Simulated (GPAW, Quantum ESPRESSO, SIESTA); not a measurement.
# In-plane stress of fcc Ir under biaxial strain, SIESTA DZP, PBE

Calculated with SIESTA 5.4.2: PBE; DZP orbitals, shift 0.01 Ry, mesh 400 Ry; k-mesh 8×8×8. The first two cell vectors are strained alike from typed lattice constants; the third vector's length and the atoms are relaxed. The geometries are those relaxed at QE, PBE.

```
in-plane strain (%)  in-plane stress (GPa, compression positive)
                 -4                                        29.65
                 -3                                         22.2
                 -2                                        14.26
                 -1                                        7.778
                  0                                       0.9861
                 +1                                       -4.621
                 +2                                            ?
                 +3                                       -14.93
                 +4                                       -19.54
```

**Question.** Fit a second-order form in the logarithmic strain to the rows given and interpolate to the withheld row.

**Working.**

With u = ln[(1 + ε)/(1 + ε0)], counted from the row at ε0 = +0 % where y0 = 0.9861, a second-order form y = y0 + a u + b u² makes v = (y − y0)/u a line in u.

| u | v |
| --- | --- |
| -0.0408220 | -702.168 |
| -0.0304592 | -696.469 |
| -0.0202027 | -657.036 |
| -0.0100503 | -675.788 |
| 0.00995033 | -563.509 |
| 0.0295588 | -538.456 |
| 0.0392207 | -523.348 |

With n = 7: mean u = -0.00325777, mean v = -622.396, Σ(u − ū)² = 0.0055401, Σ(u − ū)(v − v̄) = 13.701. Slope b = 13.701 / 0.0055401 = 2473.1; intercept a = v̄ − b ū = -614.34.

At the withheld row u = 0.01980, v = a + b u = -565.4, and y = y0 + u v.

Prediction at +2: -10.21 GPa. The run gave -9.907 GPa, so the fit is low by 0.30 GPa (3.1 % of the value).

The first-order term gives a biaxial modulus of 614 GPa at ε0. The second-order term makes up 8.7 % of v at the withheld row. Among the rows given, the largest miss of the fit is at -4, by 0.54 GPa (1.1 % of the range of the table).

Limits: The nuclei are static. The DFT runs use Fermi–Dirac occupations of width 0.1 eV, and energies are free energies.

[Logs are printed without paths, hosts, clocks, repeated set-up lines and the standing remarks that a program may print on its own settings, such as how far it seeks lower states.]

[Hosts, paths, dates, database ids (printed as entryN), source tags and the programs' standing remarks are cut or masked in the printed files.]
